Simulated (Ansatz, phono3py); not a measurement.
# KCl (Sylvite, Fm-3m): thermal conductivity with phono3py, part 2 of 5

Aim: with force constants in hand, see how mesh, solver, isotopes and boundaries change the conductivity of KCl (Sylvite).

Measurements to reproduce:
- thermal conductivity 7.1 W/m/K near room temperature (given in “Combining the AFLOW GIBBS and Elastic Libraries to efficiently and robustly screen thermo-mechanical properties of solids”, 2017, arXiv:1611.05714)
- thermal conductivity 7.1 W/m/K near room temperature (given in “Predicting the lattice thermal conductivity of solids by solving the Boltzmann transport equation: AFLOW - AAPL an automated, accurate and efficient framework”, 2017, arXiv:1611.05481)

phono3py 4.10.0; DFT LDA, scalar-relativistic, plane waves, PAW; PAW set soft_1; phono3py on Ansatz's force constants.

So far, κ at 300 K (W/m/K): step 2 (relaxation-time solution) 10.3; step 4 (isotopes none) 10.7; step 5 (q-mesh of the transport sums 3×3×3) 25.3.

## 6. Another q-mesh, third order supercell 3×3×3, supercell 6×6×6 (run 2)

The q-mesh of the transport sums changes, with the same scattering terms.

phono3py.yaml

```yaml
phono3py:
  version: "4.10.0"
  frequency_unit_conversion_factor: 15.633302
  symmetry_tolerance: 1.00000e-05

physical_unit:
  atomic_mass: "AMU"
  length: "angstrom"

space_group:
  type: "Fm-3m"
  number: 225
  Hall_symbol: "-F 4 2 3"

primitive_matrix:
- [  1.000000000000000,  0.000000000000000,  0.000000000000000 ]
- [  0.000000000000000,  1.000000000000000,  0.000000000000000 ]
- [  0.000000000000000,  0.000000000000000,  1.000000000000000 ]

supercell_matrix:
- [   3,   0,   0 ]
- [   0,   3,   0 ]
- [   0,   0,   3 ]

# [primitive_cell block left out]
unit_cell:
  lattice:
  - [     0.000000000000000,     3.038637085300000,     3.038637085300000 ] # a
  - [     3.038637085300000,     0.000000000000000,     3.038637085300000 ] # b
  - [     3.038637085300000,     3.038637085300000,     0.000000000000000 ] # c
  points:
  - symbol: K # 1
    coordinates: [  0.000000000000000,  0.000000000000000,  0.000000000000000 ]
    mass: 39.098300
    reduced_to: 1
  - symbol: Cl # 2
    coordinates: [  0.500000000000000,  0.500000000000000,  0.500000000000000 ]
    mass: 35.450000
    reduced_to: 2

# [supercell block left out]
phonon_supercell_matrix:
- [   6,   0,   0 ]
- [   0,   6,   0 ]
- [   0,   0,   6 ]

# [phonon_primitive_cell block left out]
# [phonon_supercell block left out]
nac:
  born_effective_charge:
  - # 1 (K)
    - [  1.109090761846020,  0.000000000000000,  0.000000000000000 ]
    - [  0.000000000000000,  1.109090761846020,  0.000000000000000 ]
    - [  0.000000000000000,  0.000000000000000,  1.109090761846020 ]
  - # 2 (Cl)
    - [ -1.109090761846020,  0.000000000000000,  0.000000000000000 ]
    - [  0.000000000000000, -1.109090761846020,  0.000000000000000 ]
    - [  0.000000000000000,  0.000000000000000, -1.109090761846020 ]
  dielectric_constant:
    - [  2.507462363085693,  0.000000000000000,  0.000000000000000 ]
    - [  0.000000000000000,  2.507462363085693,  0.000000000000000 ]
    - [  0.000000000000000,  0.000000000000000,  2.507462363085693 ]
  unit_conversion_factor: 14.399645
```

Started as:

```
$ phono3py phono3py.yaml --mesh 7 7 7 --br --isotope --ts 100 300 600
```

What it wrote:

```text
[banner, memory and clock lines left out]
Rust backend (phonors) using rayon (8 threads).
Running in phono3py.load mode.
Spglib version 2.8.0
----------------------------- General settings -----------------------------
Run mode: conductivity-RTA
HDF5 data compression filter: gzip
Crystal structure was read from "phono3py.yaml".
Supercell (dim): [3 3 3]
Phonon supercell (dim-fc2): [6 6 6]
Primitive matrix:
  [1. 0. 0.]
  [0. 1. 0.]
  [0. 0. 1.]
Spacegroup: Fm-3m (225)
Use -v option to watch primitive cell, unit cell, and supercell structures.
[...]
4.959   (   6.136    0.568    0.000)    6.163
   5.058   (   0.576   -1.429   -0.000)    1.540
=================== End of collection of collisions ===================
----------- Thermal conductivity (W/m-k) with tetrahedron method -----------
#  T(K)        xx         yy         zz         yz         xz         xy
  100.0      29.164     29.164     29.164      0.000      0.000     -0.000
  300.0      10.248     10.248     10.248      0.000      0.000     -0.000
  600.0       5.216      5.216      5.216      0.000      0.000     -0.000

Thermal conductivity related properties were written into
"kappa-m777.hdf5".
Summary of calculation was written in "phono3py.yaml".
```

Run time: 3.9 s. Hardware: 8 threads of Intel Xeon at 2.70GHz, shared host; peak memory 0.24 GiB.

W/m/K. Kappa, by row:

| T (K) | xx | yy | zz | yz | xz | xy |
| --- | --- | --- | --- | --- | --- | --- |
| 100 | 29.16 | 29.16 | 29.16 | 0 | 0 | 0 |
| 300 | 10.25 | 10.25 | 10.25 | 0 | 0 | 0 |
| 600 | 5.216 | 5.216 | 5.216 | 0 | 0 | 0 |

κ at 300 K goes from 10.3 in the base run to 10.2 W/(m K).

## 7. Another q-mesh, third order supercell 3×3×3, supercell 6×6×6 (run 3)

The q-mesh of the transport sums changes, with the same scattering terms.

phono3py.yaml is that of step 6.

Started as:

```
$ phono3py phono3py.yaml --mesh 9 9 9 --br --isotope --ts 100 300 600
```

What it wrote:

```text
[banner, memory and clock lines left out]
Rust backend (phonors) using rayon (8 threads).
Running in phono3py.load mode.
Spglib version 2.8.0
----------------------------- General settings -----------------------------
Run mode: conductivity-RTA
HDF5 data compression filter: gzip
Crystal structure was read from "phono3py.yaml".
Supercell (dim): [3 3 3]
Phonon supercell (dim-fc2): [6 6 6]
Primitive matrix:
  [1. 0. 0.]
  [0. 1. 0.]
  [0. 0. 1.]
Spacegroup: Fm-3m (225)
Use -v option to watch primitive cell, unit cell, and supercell structures.
[...]
5.008   (  -0.000   -1.041    5.809)    5.902
   5.029   (   0.000    1.512    0.458)    1.580
=================== End of collection of collisions ===================
----------- Thermal conductivity (W/m-k) with tetrahedron method -----------
#  T(K)        xx         yy         zz         yz         xz         xy
  100.0      28.829     28.829     28.829      0.000      0.000     -0.000
  300.0      10.120     10.120     10.120      0.000      0.000     -0.000
  600.0       5.155      5.155      5.155      0.000      0.000     -0.000

Thermal conductivity related properties were written into
"kappa-m999.hdf5".
Summary of calculation was written in "phono3py.yaml".
```

It took 4.4 s on 8 threads; peak memory 0.24 GiB.

W/m/K. Kappa, by row:

| T (K) | xx | yy | zz | yz | xz | xy |
| --- | --- | --- | --- | --- | --- | --- |
| 100 | 28.83 | 28.83 | 28.83 | 0 | 0 | 0 |
| 300 | 10.12 | 10.12 | 10.12 | 0 | 0 | 0 |
| 600 | 5.155 | 5.155 | 5.155 | 0 | 0 | 0 |

κ at 300 K goes from 10.3 in the base run to 10.1 W/(m K).

## 8. Another q-mesh, third order supercell 3×3×3, supercell 6×6×6 (run 4)

The q-mesh of the transport sums changes, with the same scattering terms.

phono3py.yaml is that of step 7.

Started as:

```
$ phono3py phono3py.yaml --mesh 13 13 13 --br --isotope --ts 100 300 600
```

What it wrote:

```text
[banner, memory and clock lines left out]
Rust backend (phonors) using rayon (8 threads).
Running in phono3py.load mode.
Spglib version 2.8.0
----------------------------- General settings -----------------------------
Run mode: conductivity-RTA
HDF5 data compression filter: gzip
Crystal structure was read from "phono3py.yaml".
Supercell (dim): [3 3 3]
Phonon supercell (dim-fc2): [6 6 6]
Primitive matrix:
  [1. 0. 0.]
  [0. 1. 0.]
  [0. 0. 1.]
Spacegroup: Fm-3m (225)
Use -v option to watch primitive cell, unit cell, and supercell structures.
[...]
5.032   (  -0.000   -1.267    3.894)    4.095
   5.036   (   0.000    1.520    0.331)    1.555
=================== End of collection of collisions ===================
----------- Thermal conductivity (W/m-k) with tetrahedron method -----------
#  T(K)        xx         yy         zz         yz         xz         xy
  100.0      29.147     29.147     29.147      0.000      0.000     -0.000
  300.0      10.212     10.212     10.212      0.000      0.000     -0.000
  600.0       5.202      5.202      5.202      0.000      0.000     -0.000

Thermal conductivity related properties were written into
"kappa-m131313.hdf5".
Summary of calculation was written in "phono3py.yaml".
```

Elapsed: 7.2 s, on 8 threads; peak memory 0.24 GiB; 26 s of CPU time.

κ at 300 K goes from 10.3 in the base run to 10.2 W/(m K).

## 9. Another q-mesh, third order supercell 3×3×3, supercell 6×6×6 (run 5)

The q-mesh of the transport sums changes, with the same scattering terms.

phono3py.yaml is that of step 8.

Started as:

```
$ phono3py phono3py.yaml --mesh 21 21 21 --br --isotope --ts 100 300 600
```

What it wrote:

```text
[banner, memory and clock lines left out]
Rust backend (phonors) using rayon (8 threads).
Running in phono3py.load mode.
Spglib version 2.8.0
----------------------------- General settings -----------------------------
Run mode: conductivity-RTA
HDF5 data compression filter: gzip
Crystal structure was read from "phono3py.yaml".
Supercell (dim): [3 3 3]
Phonon supercell (dim-fc2): [6 6 6]
Primitive matrix:
  [1. 0. 0.]
  [0. 1. 0.]
  [0. 0. 1.]
Spacegroup: Fm-3m (225)
Use -v option to watch primitive cell, unit cell, and supercell structures.
[...]
5.041   (   0.000    1.520    0.210)    1.535
   5.044   (  -0.000   -1.409    2.345)    2.736
=================== End of collection of collisions ===================
----------- Thermal conductivity (W/m-k) with tetrahedron method -----------
#  T(K)        xx         yy         zz         yz         xz         xy
  100.0      29.518     29.518     29.518      0.000      0.000     -0.000
  300.0      10.337     10.337     10.337      0.000      0.000     -0.000
  600.0       5.269      5.269      5.269      0.000      0.000     -0.000

Thermal conductivity related properties were written into
"kappa-m212121.hdf5".
Summary of calculation was written in "phono3py.yaml".
```

Run time: 55 s. Hardware: 8 threads; peak memory 0.24 GiB; 6.2 min of CPU time.

κ at 300 K goes from 10.3 in the base run to 10.3 W/(m K).

## 10. Another q-mesh, third order supercell 3×3×3, supercell 6×6×6 (run 6)

The q-mesh of the transport sums changes, with the same scattering terms.

phono3py.yaml is that of step 9.

Started as:

```
$ phono3py phono3py.yaml --mesh 27 27 27 --br --isotope --ts 100 300 600
```

What it wrote:

```text
[banner, memory and clock lines left out]
Rust backend (phonors) using rayon (8 threads).
Running in phono3py.load mode.
Spglib version 2.8.0
----------------------------- General settings -----------------------------
Run mode: conductivity-RTA
HDF5 data compression filter: gzip
Crystal structure was read from "phono3py.yaml".
Supercell (dim): [3 3 3]
Phonon supercell (dim-fc2): [6 6 6]
Primitive matrix:
  [1. 0. 0.]
  [0. 1. 0.]
  [0. 0. 1.]
Spacegroup: Fm-3m (225)
Use -v option to watch primitive cell, unit cell, and supercell structures.
[...]
5.037   (   1.698    1.463    0.000)    2.241
   5.051   (   0.164   -1.498   -0.000)    1.507
=================== End of collection of collisions ===================
----------- Thermal conductivity (W/m-k) with tetrahedron method -----------
#  T(K)        xx         yy         zz         yz         xz         xy
  100.0      29.626     29.626     29.626      0.000      0.000     -0.000
  300.0      10.374     10.374     10.374      0.000      0.000     -0.000
  600.0       5.288      5.288      5.288      0.000      0.000     -0.000

Thermal conductivity related properties were written into
"kappa-m272727.hdf5".
Summary of calculation was written in "phono3py.yaml".
```

Wall time 3.8 min (8 threads); peak memory 0.24 GiB; 28 min of CPU time.

W/m/K. Kappa, by row:

| T (K) | xx | yy | zz | yz | xz | xy |
| --- | --- | --- | --- | --- | --- | --- |
| 100 | 29.63 | 29.63 | 29.63 | 0 | 0 | 0 |
| 300 | 10.37 | 10.37 | 10.37 | 0 | 0 | 0 |
| 600 | 5.288 | 5.288 | 5.288 | 0 | 0 | 0 |

κ at 300 K goes from 10.3 in the base run to 10.4 W/(m K).

## 11. Mesh convergence

This step: DFT LDA, scalar-relativistic, plane waves, PAW; PAW set soft_1 (phono3py 4.10.0).

Series, by row:

| mesh points along each axis | kappa at 100 K (W/m/K) | kappa at 300 K (W/m/K) | kappa at 600 K (W/m/K) | seconds |
| --- | --- | --- | --- | --- |
| 3 | 58.89 | 25.27 | 13.33 | 3.97 |
| 7 | 29.16 | 10.25 | 5.216 | 3.94 |
| 9 | 28.83 | 10.12 | 5.155 | 4.43 |
| 13 | 29.15 | 10.21 | 5.202 | 7.22 |
| 17 | 29.36 | 10.27 | 5.232 | 19.61 |
| 21 | 29.52 | 10.34 | 5.269 | 54.87 |
| 27 | 29.63 | 10.37 | 5.288 | 228.2 |

## 12. Boundary scattering, third order supercell 3×3×3, supercell 6×6×6

A boundary term v/L is added to each rate, a simple model of grains or a thin sample.

This step: DFT LDA, scalar-relativistic, plane waves, PAW; PAW set soft_1; phono3py on Ansatz's force constants (phono3py 4.10.0).

phono3py.yaml is that of step 10.

Started as:

```
$ phono3py phono3py.yaml --mesh 17 17 17 --br --isotope --boundary-mfp 0.01 --ts 100 150 200 300 400 500 600 800
```

What it wrote:

```text
[banner, memory and clock lines left out]
Rust backend (phonors) using rayon (8 threads).
Running in phono3py.load mode.
Spglib version 2.8.0
----------------------------- General settings -----------------------------
Run mode: conductivity-RTA
HDF5 data compression filter: gzip
Crystal structure was read from "phono3py.yaml".
Supercell (dim): [3 3 3]
Phonon supercell (dim-fc2): [6 6 6]
Primitive matrix:
  [1. 0. 0.]
  [0. 1. 0.]
  [0. 0. 1.]
Spacegroup: Fm-3m (225)
Use -v option to watch primitive cell, unit cell, and supercell structures.
NAC parameters were read from "phono3py.yaml".
fc3 was read from "fc3.hdf5".
fc2 was read from "fc2.hdf5".
----------------------------- Force constants ------------------------------
Max drift of fc3: -0.00000000 (xxx) -0.00000000 (xxx) -0.00000000 (xxx)
Max drift of fc2: 0.00000000 (zz) 0.00000000 (zz)
--------------------------- Calculation settings ---------------------------
Non-analytical term correction (NAC): True
NAC unit conversion factor:  14.39964
BZ integration: Tetrahedron-method
Temperature:  100.0  150.0  200.0  300.0  400.0 ... 800.0
Cutoff frequency: 0.01
Mesh sampling: [ 17 17 17 ]
Generating grid system ... [ 17 17 17 ]
fc3-r2q-transformation over three atoms: True
--------------------------- Phonon calculations ----------------------------
  PRB 50, 13035(R) (1994), PRB 55, 10355 (1997)
  G-cutoff distance: 1.08, Number of G-points: 307, Lambda: 0.18
Running harmonic phonon calculations...
-------------------- Lattice thermal conductivity (RTA) --------------------
Running heat capacity calculations...
Running velocity calculations...
Running isotope scattering calculations with tetrahedron method...
======================= Grid point 0 (1/165) =======================
q-point: ( 0.00  0.00  0.00)
Boundary mean free path (micrometer): 0.01000
Mass variance parameters: 1.64e-04 5.83e-04
Number of triplets: 165
Frequency     group velocity (x, y, z)     |gv|
   0.000   (   0.000    0.000    0.000)    0.000
   0.000   (   0.000    0.000    0.000)    0.000
   0.000   (   0.000    0.000    0.000)    0.000
   4.833   (   0.000    0.000    0.000)    0.000
   4.833   (   0.000    0.000    0.000)    0.000
   4.833   (   0.000    0.000    0.000)    0.000
======================= Grid point 1 (2/165) =======================
q-point: ( 0.06  0.00  0.00)
Boundary mean free path (micrometer): 0.01000
Mass variance parameters: 1.64e-04 5.83e-04
Number of triplets: 489
Frequency     group velocity (x, y, z)     |gv|
   0.498   ( -17.073   17.073   17.073)   29.572
   0.498   ( -17.073   17.073   17.073)   29.572
   0.646   ( -22.174   22.174   22.174)   38.406
   4.817   (   1.114   -1.114   -1.114)    1.929
   4.817   (   1.114   -1.114   -1.114)    1.929
   6.620   (   1.682   -1.682   -1.682)    2.913
[162 grid points left out]
======================= Grid point 1322 (165/165) =======================
q-point: ( 0.71  0.47  0.24)
Boundary mean free path (micrometer): 0.01000
Mass variance parameters: 1.64e-04 5.83e-04
Number of triplets: 1305
Frequency     group velocity (x, y, z)     |gv|
   2.495   (  -0.000   13.514    1.573)   13.605
   2.663   (   0.000  -12.614   -6.873)   14.365
   3.788   (  -0.000   25.489    0.410)   25.493
   4.108   (   0.000  -21.894   -2.358)   22.020
   5.039   (   0.000    1.521    0.257)    1.542
   5.040   (  -0.000   -1.361    2.927)    3.228
=================== End of collection of collisions ===================
----------- Thermal conductivity (W/m-k) with tetrahedron method -----------
#  T(K)        xx         yy         zz         yz         xz         xy
  100.0       4.905      4.905      4.905      0.000      0.000     -0.000
  150.0       4.855      4.855      4.855      0.000      0.000     -0.000
  200.0       4.562      4.562      4.562      0.000      0.000     -0.000
  300.0       3.963      3.963      3.963      0.000      0.000     -0.000
  400.0       3.482      3.482      3.482      0.000      0.000     -0.000
  500.0       3.105      3.105      3.105      0.000      0.000     -0.000
  600.0       2.804      2.804      2.804      0.000      0.000     -0.000
  800.0       2.352      2.352      2.352      0.000      0.000     -0.000

Thermal conductivity related properties were written into
"kappa-m171717.hdf5".
Summary of calculation was written in "phono3py.yaml".
```

The job ended after 18 s (8 threads; peak memory 0.24 GiB).

Numbers from this step:

- κ at 300 K: 3.963 W/m/K
- κ xx, yy, zz at 300 K: 3.963, 3.963, 3.963 W/m/K

W/m/K. Kappa, by row:

| T (K) | xx | yy | zz | yz | xz | xy |
| --- | --- | --- | --- | --- | --- | --- |
| 100 | 4.905 | 4.905 | 4.905 | 0 | 0 | 0 |
| 150 | 4.855 | 4.855 | 4.855 | 0 | 0 | 0 |
| 200 | 4.562 | 4.562 | 4.562 | 0 | 0 | 0 |
| 300 | 3.963 | 3.963 | 3.963 | 0 | 0 | 0 |
| 400 | 3.482 | 3.482 | 3.482 | 0 | 0 | 0 |
| 500 | 3.105 | 3.105 | 3.105 | 0 | 0 | 0 |
| 600 | 2.804 | 2.804 | 2.804 | 0 | 0 | 0 |
| 800 | 2.352 | 2.352 | 2.352 | 0 | 0 | 0 |

κ at 300 K goes from 10.3 in the base run to 3.96 W/(m K).

## 13. Boundary scattering, third order supercell 3×3×3, supercell 6×6×6 (run 2)

A boundary term v/L is added to each rate, a simple model of grains or a thin sample.

phono3py.yaml is that of step 12.

Started as:

```
$ phono3py phono3py.yaml --mesh 17 17 17 --br --isotope --boundary-mfp 1 --ts 100 150 200 300 400 500 600 800
```

What it wrote:

```text
[banner, memory and clock lines left out]
Rust backend (phonors) using rayon (8 threads).
Running in phono3py.load mode.
Spglib version 2.8.0
----------------------------- General settings -----------------------------
Run mode: conductivity-RTA
HDF5 data compression filter: gzip
Crystal structure was read from "phono3py.yaml".
Supercell (dim): [3 3 3]
Phonon supercell (dim-fc2): [6 6 6]
Primitive matrix:
  [1. 0. 0.]
  [0. 1. 0.]
  [0. 0. 1.]
Spacegroup: Fm-3m (225)
Use -v option to watch primitive cell, unit cell, and supercell structures.
[...]
----------- Thermal conductivity (W/m-k) with tetrahedron method -----------
#  T(K)        xx         yy         zz         yz         xz         xy
  100.0      26.675     26.675     26.675      0.000      0.000     -0.000
  150.0      18.781     18.781     18.781      0.000      0.000     -0.000
  200.0      14.507     14.507     14.507      0.000      0.000     -0.000
[...]
600.0       5.155      5.155      5.155      0.000      0.000     -0.000
  800.0       3.899      3.899      3.899      0.000      0.000     -0.000

Thermal conductivity related properties were written into
"kappa-m171717.hdf5".
Summary of calculation was written in "phono3py.yaml".
```

Run time: 19 s. Hardware: 8 threads; peak memory 0.24 GiB.

This step gave:

```
κ at 300 K            : 9.976 W/m/K
κ xx, yy, zz at 300 K : 9.976, 9.976, 9.976 W/m/K
```

W/m/K. Kappa, by row:

| T (K) | xx | yy | zz | yz | xz | xy |
| --- | --- | --- | --- | --- | --- | --- |
| 100 | 26.68 | 26.68 | 26.68 | 0 | 0 | 0 |
| 150 | 18.78 | 18.78 | 18.78 | 0 | 0 | 0 |
| 200 | 14.51 | 14.51 | 14.51 | 0 | 0 | 0 |
| 300 | 9.976 | 9.976 | 9.976 | 0 | 0 | 0 |
| 400 | 7.604 | 7.604 | 7.604 | 0 | 0 | 0 |
| 500 | 6.144 | 6.144 | 6.144 | 0 | 0 | 0 |
| 600 | 5.155 | 5.155 | 5.155 | 0 | 0 | 0 |
| 800 | 3.899 | 3.899 | 3.899 | 0 | 0 | 0 |

κ at 300 K goes from 10.3 in the base run to 9.98 W/(m K).

(Continued in part 3 of 5.)

[Logs are printed without paths, hosts, clocks, repeated set-up lines and the standing remarks that a program may print on its own settings, such as how far it seeks lower states.]

[Hosts, paths, dates, database ids (printed as entryN), source tags and the programs' standing remarks are cut or masked in the printed files.]

[A step with changed settings may run another functional than the one named; its input shows which.]
